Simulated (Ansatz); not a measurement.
# Lattice dynamics of Ca2C (model cell, started as cuprite)

How does Ca2C (model cell, started as cuprite) vibrate, and is this structure a minimum?

Calculated with Ansatz 0.2.0; DFT PBEsol, scalar-relativistic, plane waves, PAW.

The structure was built from a prototype and need not be the compound's stable phase.

## 1. The starting structure

The structure is cubic, space group Pn-3m (No. 224). Conventional cell: a = 5.081 Å, b = 5.081 Å, c = 5.081 Å, α = 90.00°, β = 90.00°, γ = 90.00°. Nearest to C lie 4 Ca at 2.20 Å. Nearest to Ca lie 2 C at 2.20 Å. Farther neighbours are not listed.

## 2. Coarse relaxation

The start is far from rest, so a relaxation with loose tolerances brings it close first.

input.yaml

```yaml
crystal:
  lattice:
    - [5.08068, 0.0, 0.0]
    - [0.0, 5.08068, 0.0]
    - [0.0, 0.0, 5.08068]
  atoms:
    - { symbol: C, position: [0.0, 0.0, 0.0] }
    - { symbol: C, position: [0.5, 0.5, 0.5] }
    - { symbol: Ca, position: [0.25, 0.25, 0.25] }
    - { symbol: Ca, position: [0.75, 0.75, 0.25] }
    - { symbol: Ca, position: [0.75, 0.25, 0.75] }
    - { symbol: Ca, position: [0.25, 0.75, 0.75] }
kpoints:
  mp_grid: { grid: [4, 4, 4] }
hamiltonian:
  xc: pbesol
scf:
  occupations: { method: gaussian, width: 0.1 }
output:
  forces: true
  stress: true
  eigenvalues: true
relax:
  adjacent_minimum: "off"
  f_tol: 0.05
  max_steps: 80
  cell: { stress_tol: 0.5 }
```

Command:

```
ansatz run input.yaml --threads 8 --pin off --max-ram 14336MiB --backend cpu --events-out ev --progress --plain --runs-dir out
```

Numbers of over 12 decimals in the logs are rounded to 6 here.

What it wrote:

```text
The last accepted step is kept in <dir> (removed where the run ends without a failure and the disk answers)
Engine: ansatz 0.2.0, aarch64-unknown-linux-gnu
Pseudopotentials: kind: paw
Pseudopotential: C, paw, valence charge 4, recommended cutoff 420 eV (normal), C.paw.azcp
Pseudopotential: Ca, paw, valence charge 10, recommended cutoff 420 eV (normal), Ca.paw.azcp
Functional definition: PBEsol
  exchange = pbesol_x
[...]
cell:  # Å, volume = 164.3190 Å³
    - [5.477250, 0, 0]
    - [0, 5.477250, 0]
    - [0, 0, 5.477250]
  atoms:
    - { symbol: C, position: [0, 0, 0] }
    - { symbol: C, position: [0.5, 0.5, 0.5] }
    - { symbol: Ca, position: [0.25, 0.25, 0.25] }
    - { symbol: Ca, position: [0.75, 0.75, 0.25] }
    - { symbol: Ca, position: [0.75, 0.25, 0.75] }
    - { symbol: Ca, position: [0.25, 0.75, 0.75] }
[key lines of the parts left out:]
SCF converged after 6 iterations
Free energy (F): -7664.079735 eV
Fermi energy:    5.326431 eV
P = ⅓ Tr σ = 0.3516 GPa (3.516 kbar)
```

Run time: 2.5 s. Hardware: 8 threads of Arm Neoverse V1, shared host; peak memory 0.53 GiB.

Step by step:

```
step  energy less that of the first step (eV)  largest force component (eV/Å)  pressure (GPa)  volume (Å³)
   1                                   0.0000                          0.0000           13.72       131.15
   2                                  -1.0466                          0.0000            4.01       151.28
   3                                  -1.1916                          0.0000            0.81       161.50
   4                                  -1.1982                          0.0000            0.07       164.32
  5*                                  -1.2375                          0.0000            0.35       164.32
```

Relaxation steps marked * repeat the geometry before them on a plane-wave basis chosen anew for their cell, so energy and pressure can jump there.

Forces are held to the 48 operations that the run works with; a distortion that breaks them can't arise in this run.

```
conventional cell, symmetrised  before  after   change
                         a (Å)   5.081  5.477   +7.8 %
                         b (Å)   5.081  5.477   +7.8 %
                         c (Å)   5.081  5.477   +7.8 %
              volume (Å³/atom)   21.86  27.39  +25.3 %
```

Final coordinates:

```xyz
6
Lattice="5.4773 0.0000 0.0000 0.0000 5.4773 0.0000 0.0000 0.0000 5.4773" Properties=species:S:1:pos:R:3 pbc="T T T"
C     0.0000    0.0000    0.0000
C     2.7386    2.7386    2.7386
Ca    1.3693    1.3693    1.3693
Ca    4.1079    4.1079    1.3693
Ca    4.1079    1.3693    4.1079
Ca    1.3693    4.1079    4.1079
```

Numbers from this step:

```yaml
pressure: 0.3516 GPa
volume_per_atom: 27.39 Å³
gap_on_the_k_mesh: 0 eV
```

In this step the volume went from 21.86 to 27.39 Å³/atom.

## 3. Relaxation

The cell and atoms are relaxed, since residual forces and stress would shift the frequencies.

input.yaml, as its differences from that of step 2:

```diff
@@ -2,5 +2,5 @@
   lattice:
-    - [5.08068, 0.0, 0.0]
-    - [0.0, 5.08068, 0.0]
-    - [0.0, 0.0, 5.08068]
+    - [5.4772500757, 0.0, 0.0]
+    - [0.0, 5.4772500757, 0.0]
+    - [0.0, 0.0, 5.4772500757]
   atoms:
@@ -13,3 +13,3 @@
 kpoints:
-  mp_grid: { grid: [4, 4, 4] }
+  mp_grid: { grid: [6, 6, 6] }
 hamiltonian:
@@ -24,4 +24,4 @@
   adjacent_minimum: "off"
-  f_tol: 0.05
+  f_tol: 0.005
   max_steps: 80
-  cell: { stress_tol: 0.5 }
+  cell: { stress_tol: 0.05 }
```

What it wrote:

```text
[...]
Crystal: 6 atoms, lattice volume = 164.319 Å³
Basis set: ecut = 420 eV, 3191 PW (Γ), exchange–correlation on 80×80×80 points (8 copies of the dense FFT grid, shifted against one another)
Bands: 30, of which v1, the nominal top of the filled ones, is band 24 counted from 1 (23 counted from 0)
Symmetry: 48 space group operations
[...]
k-points: 20 of 216
[...]
cell:  # Å, volume = 165.6649 Å³
    - [5.492164, 0, 0]
    - [0, 5.492164, 0.0]
    - [0, 0.0, 5.492164]
  atoms:
    - { symbol: C, position: [0, 0, 0] }
    - { symbol: C, position: [0.5, 0.5, 0.5] }
    - { symbol: Ca, position: [0.25, 0.25, 0.25] }
    - { symbol: Ca, position: [0.750000, 0.750000, 0.25] }
    - { symbol: Ca, position: [0.750000, 0.25, 0.750000] }
    - { symbol: Ca, position: [0.25, 0.750000, 0.750000] }
[key lines of the parts left out:]
SCF converged after 8 iterations
Free energy (F): -7664.085544 eV
Fermi energy:    5.320984 eV
P = ⅓ Tr σ = 0.0038 GPa (0.038 kbar)
```

Wall time 3.7 s (8 threads); peak memory 0.59 GiB.

Step by step:

```
step  energy less that of the first step (eV)  largest force component (eV/Å)  pressure (GPa)  volume (Å³)
   1                                   0.0000                          0.0000            0.32       164.32
   2                                  -0.0005                          0.0000           -0.11       166.12
   3                                  -0.0008                          0.0000            0.00       165.66
  4*                                  -0.0014                          0.0000            0.00       165.66
```

Relaxation steps marked * repeat the geometry before them on a plane-wave basis chosen anew for their cell, so energy and pressure can jump there.

The run keeps the 48 symmetry operations that it works with, so distortions that break them were not tested.

```
conventional cell, symmetrised  before  after  change
                         a (Å)   5.477  5.492  +0.3 %
                         b (Å)   5.477  5.492  +0.3 %
                         c (Å)   5.477  5.492  +0.3 %
              volume (Å³/atom)   27.39  27.61  +0.8 %
```

Final coordinates:

```
C Ca
1.0
     5.49216    0.00000    0.00000
     0.00000    5.49216    0.00000
     0.00000    0.00000    5.49216
C Ca
2 4
Direct
  0.00000 0.00000 0.00000
  0.50000 0.50000 0.50000
  0.25000 0.25000 0.25000
  0.75000 0.75000 0.25000
  0.75000 0.25000 0.75000
  0.25000 0.75000 0.75000
```

Numbers from this step:

- pressure: 0.003785 GPa
- volume per atom: 27.61 Å³

In this step the volume went from 27.39 to 27.61 Å³/atom.

## 4. Relaxing to small forces for the phonons

Phonons need a cell at rest on their own settings, so the relaxation is repeated with tight tolerances on forces and stress on the k mesh and occupations of the first response run.

input.yaml, as its differences from that of step 3:

```diff
@@ -2,5 +2,5 @@
   lattice:
-    - [5.4772500757, 0.0, 0.0]
-    - [0.0, 5.4772500757, 0.0]
-    - [0.0, 0.0, 5.4772500757]
+    - [5.4921644401, 0.0, 0.0]
+    - [0.0, 5.4921644401, 0.0]
+    - [0.0, 0.0, 5.4921644401]
   atoms:
@@ -17,3 +17,3 @@
 scf:
-  occupations: { method: gaussian, width: 0.1 }
+  occupations: { method: methfessel_paxton, width: 0.15 }
 output:
@@ -24,4 +24,4 @@
   adjacent_minimum: "off"
-  f_tol: 0.005
-  max_steps: 80
-  cell: { stress_tol: 0.05 }
+  f_tol: 0.001
+  max_steps: 60
+  cell: { stress_tol: 0.01 }
```

What it wrote:

```text
[...]
Crystal: 6 atoms, lattice volume = 165.665 Å³
Basis set: ecut = 420 eV, 3239 PW (Γ), exchange–correlation on 80×80×80 points (8 copies of the dense FFT grid, shifted against one another)
Bands: 30, of which v1, the nominal top of the filled ones, is band 24 counted from 1 (23 counted from 0)
[... 1 set-up line as in the run before ...]
[...]
k-points: 20 of 216
[...]
cell:  # Å, volume = 165.6649 Å³
    - [5.4921644401, 0.0, 0.0]
    - [0.0, 5.4921644401, 0.0]
    - [0.0, 0.0, 5.4921644401]
  atoms:
    - { symbol: C, position: [0.0, 0.0, 0.0] }
    - { symbol: C, position: [0.5, 0.5, 0.5] }
    - { symbol: Ca, position: [0.25, 0.25, 0.25] }
    - { symbol: Ca, position: [0.750000, 0.750000, 0.25] }
    - { symbol: Ca, position: [0.750000, 0.25, 0.750000] }
    - { symbol: Ca, position: [0.25, 0.750000, 0.750000] }
[key lines of the parts left out:]
SCF converged after 6 iterations
Free energy (F): -7664.075313 eV
Fermi energy:    5.326633 eV
P = ⅓ Tr σ = 0.0018 GPa (0.018 kbar)
```

Elapsed: 2.1 s, on 8 threads; peak memory 0.59 GiB; 15 s of CPU time.

Little changed from the start: no atom moved by 0.005 Å and no cell edge by 0.1 %.

This step gave:

```
pressure : 0.001832 GPa
```

The forces vanish by symmetry and the pressure is 0.002 GPa, within the tolerances set. The cell now holds 27.61 Å³/atom.

## 5. Modes at Γ

The zone centre is the only wavevector solved here; it holds the modes that light can see, as far as symmetry allows. No field response is asked, since the mesh shows no gap.

input.yaml, as its differences from that of step 4:

```diff
@@ -19,9 +19,4 @@
 output:
-  forces: true
-  stress: true
   eigenvalues: true
-relax:
-  adjacent_minimum: "off"
-  f_tol: 0.001
-  max_steps: 60
-  cell: { stress_tol: 0.01 }
+phonons:
+  method: dfpt
```

What it wrote:

```text
[...]
Crystal: 6 atoms, lattice volume = 165.665 Å³
Basis set: ecut = 420 eV, 3239 PW (Γ), exchange–correlation on 80×80×80 points (8 copies of the dense FFT grid, shifted against one another)
Bands: 30, of which v1, the nominal top of the filled ones, is band 24 counted from 1 (23 counted from 0)
[... 1 set-up line as in the run before ...]
k-points: 68 of 216 (irreducible under 2 space group operations, time reversal used)
[...]
SCF iter   1: F=—  HF=-7664.081245 eV  |F-HF|=—  |Δ(HF+E_count)|=         —  Δρ=3.84e-3  dr2=2.95e-2  ethr=1.77e-3  ⟨swp⟩=8.6  Hψ=9768  notcnv=0
[...]
SCF iter  10: F=-7664.075313 eV  HF=-7664.075313 eV  |F-HF|=4.55e-12  |Δ(HF+E_count)|=  1.09e-11  S|Δr|=    0.00e0  Δρ=1.62e-8  dr2=5.44e-13  ethr=1.00e-12  ⟨swp⟩=7.2  Hψ=8730  notcnv=0
SCF 1 converged in 10 iterations: F = -7664.075313 eV  dr2 = 5.44e-13
[...]
DFPT response loops at Γ: preconditioner auto → Kerker (q_TF=auto, 2.219 Å⁻¹) (partly filled bands, converged f_vac=0.000); β = 1.00, the filter's whole step (`scf.mixing.beta` (0.50) is not read by the response loops under this deck's `scf.mixing.preconditioner`; to damp them name `kerker` or `kerker_dos`, under which they read `scf.mixing.beta`, and type it under 1.00, their step now; both keys bind the ground state too); Broyden in place of MSR1
SCF converged after 10 iterations
[...]
Free energy (F): -7664.075313 eV
[...]
Internal energy: -7664.067025 eV  (E = F + TS)
E sigma→0 (E₀):  -7664.073241 eV
Entropy (-TS):   -0.008288 eV (-1.381 meV/atom)
Fermi energy:    5.326633 eV
[...]
--- Band table (eV; the first three rows and the last of 68) ---
  k-point 0: bands = [... 20 lower, 3.4172, 3.4175, 5.7428, 5.7428, 5.7428, 6.5342, 6.5342, 6.8359, ... 2 higher]
  k-point 1: bands = [... 20 lower, 3.5345, 3.5345, 5.4749, 5.4749, 5.5667, 6.5190, 6.5390, 6.7973, ... 2 higher]
  k-point 2: bands = [... 20 lower, 3.8674, 3.8674, 4.9360, 4.9360, 5.4437, 6.0289, 6.5625, 6.7082, ... 2 higher]
  k-point 67: bands = [... 20 lower, 3.5242, 4.3323, 4.3323, 4.3323, 5.9638, 5.9638, 5.9638, 8.3591, ... 2 higher]
--- Phonons (Γ-DFPT): 2 representative perturbations + reference, on 68 of 216 k-points (Σ response iterations 6) ---
  k mesh reduced under 2 symmetry operations, with k and −k counted as one. Each operation leaves every solved perturbation unchanged. A smaller set is not used because it would not reduce the number of displacements times k-points to solve
  ASR residual: 6.697e-6 → 0.000e0 eV/Å²; symmetrization residual: 1.478e-6 eV/Å²
  ASR residual per site (eV/Å²): 6.70e-6 6.70e-6 8.14e-7 8.14e-7 8.14e-7 8.14e-7
  Γ frequencies (cm⁻¹): -155.15 -155.15 -155.15 0.00 0.00 0.00 108.77 108.77 108.77 172.86 172.86 257.00 388.44 388.44 388.44 399.73 399.73 399.73
  non-analytic LO–TO correction: not included (Born effective charges unavailable; polar crystals: no LO–TO splitting at Γ)
```

The job ended after 16 s (8 threads; peak memory 1.5 GiB; 1.9 min of CPU time).

In the SCF lines HF is the Harris–Foulkes energy and dr2 the Hartree energy of the density residual, in eV; the loop may stop once dr2 is under the threshold and the program's other checks hold. Hψ counts applications of the Hamiltonian.

This step gave:

```yaml
sum_rule_residual_before_enforcement: 6.70e-6 eV/Å²
point_group: m-3m
highest_optical_mode_at_the_zone_centre_no_lo_to_term: 399.7 cm⁻¹
lowest_optical_zone_centre_mode: -155.2 cm⁻¹
```

Patterns of degenerate modes are one choice out of their space. Modes at Γ, with each element's share of the kinetic energy (negative means imaginary):

```
mode  frequency (cm⁻¹)  symmetry  C %  Ca %
   1            -155.2       T1u   30    70
   2            -155.2       T1u   30    70
   3            -155.2       T1u   30    70
   4               0.0  acoustic   13    87
   5               0.0  acoustic   13    87
   6               0.0  acoustic   13    87
   7             108.8       T2u    0   100
   8             108.8       T2u    0   100
   9             108.8       T2u    0   100
  10             172.9        Eu    0   100
  11             172.9        Eu    0   100
  12             257.0       A2u    0   100
  13             388.4       T2g  100     0
  14             388.4       T2g  100     0
  15             388.4       T2g  100     0
  16             399.7       T1u   57    43
  17             399.7       T1u   57    43
  18             399.7       T1u   57    43
```

Displacements in mode 1 (-155.2 cm⁻¹), the largest set to 1:
```
C1  -0.04  1.00  0.32
C2  -0.04  1.00  0.32
Ca3  0.54 -0.04  0.34
Ca4  0.28 -0.29 -0.44
Ca5 -0.27 -0.26 -0.47
Ca6 -0.53 -0.01  0.37
```

Displacements in mode 16 (399.7 cm⁻¹), the largest set to 1:
```
C1   0.00  0.28  1.00
C2   0.00  0.28  1.00
Ca3 -0.27 -0.25 -0.21
Ca4  0.15  0.17 -0.09
Ca5 -0.15  0.17 -0.09
Ca6  0.27 -0.25 -0.21
```

Before it was imposed, the acoustic sum rule was missed by 6.7e-6 eV/Å². Small misses are needed for a sound result but don't prove that mesh and cutoff are converged. The lowest optical mode is imaginary, 155.2i cm⁻¹, so the energy falls along it.

## 6. What came out

```json
{
 "space group after relaxation (within 0.01 Å)": "Pn-3m",
 "volume per atom": "27.6 Å³",
 "electronic character": "no gap on this mesh",
 "highest optical mode at the zone centre (no LO-TO term)": "400 cm⁻¹",
 "lowest optical zone-centre mode": "-155 cm⁻¹",
 "imaginary modes at Γ (the only wavevector solved)": "yes"
}
```

In words: A zone-centre mode is imaginary (155.2i cm⁻¹), so this structure is not a minimum of the energy. The optical modes at Γ span -155 to 400 cm⁻¹ (negative means imaginary). The dispersion is not part of this account. With no gap, or one that is small against the smearing, the frequencies hang on the k mesh and the smearing, most of all near Kohn anomalies. The starting cell was built on a prototype and not taken from a measurement, so the phase need not exist. These are harmonic frequencies at zero temperature: anharmonic shifts, linewidths and thermal expansion are left out.

[Logs are printed without paths, hosts, clocks, repeated set-up lines and the standing remarks that a program may print on its own settings, such as how far it seeks lower states.]

[Hosts, paths, dates, database ids (printed as entryN), source tags and the programs' standing remarks are cut or masked in the printed files.]
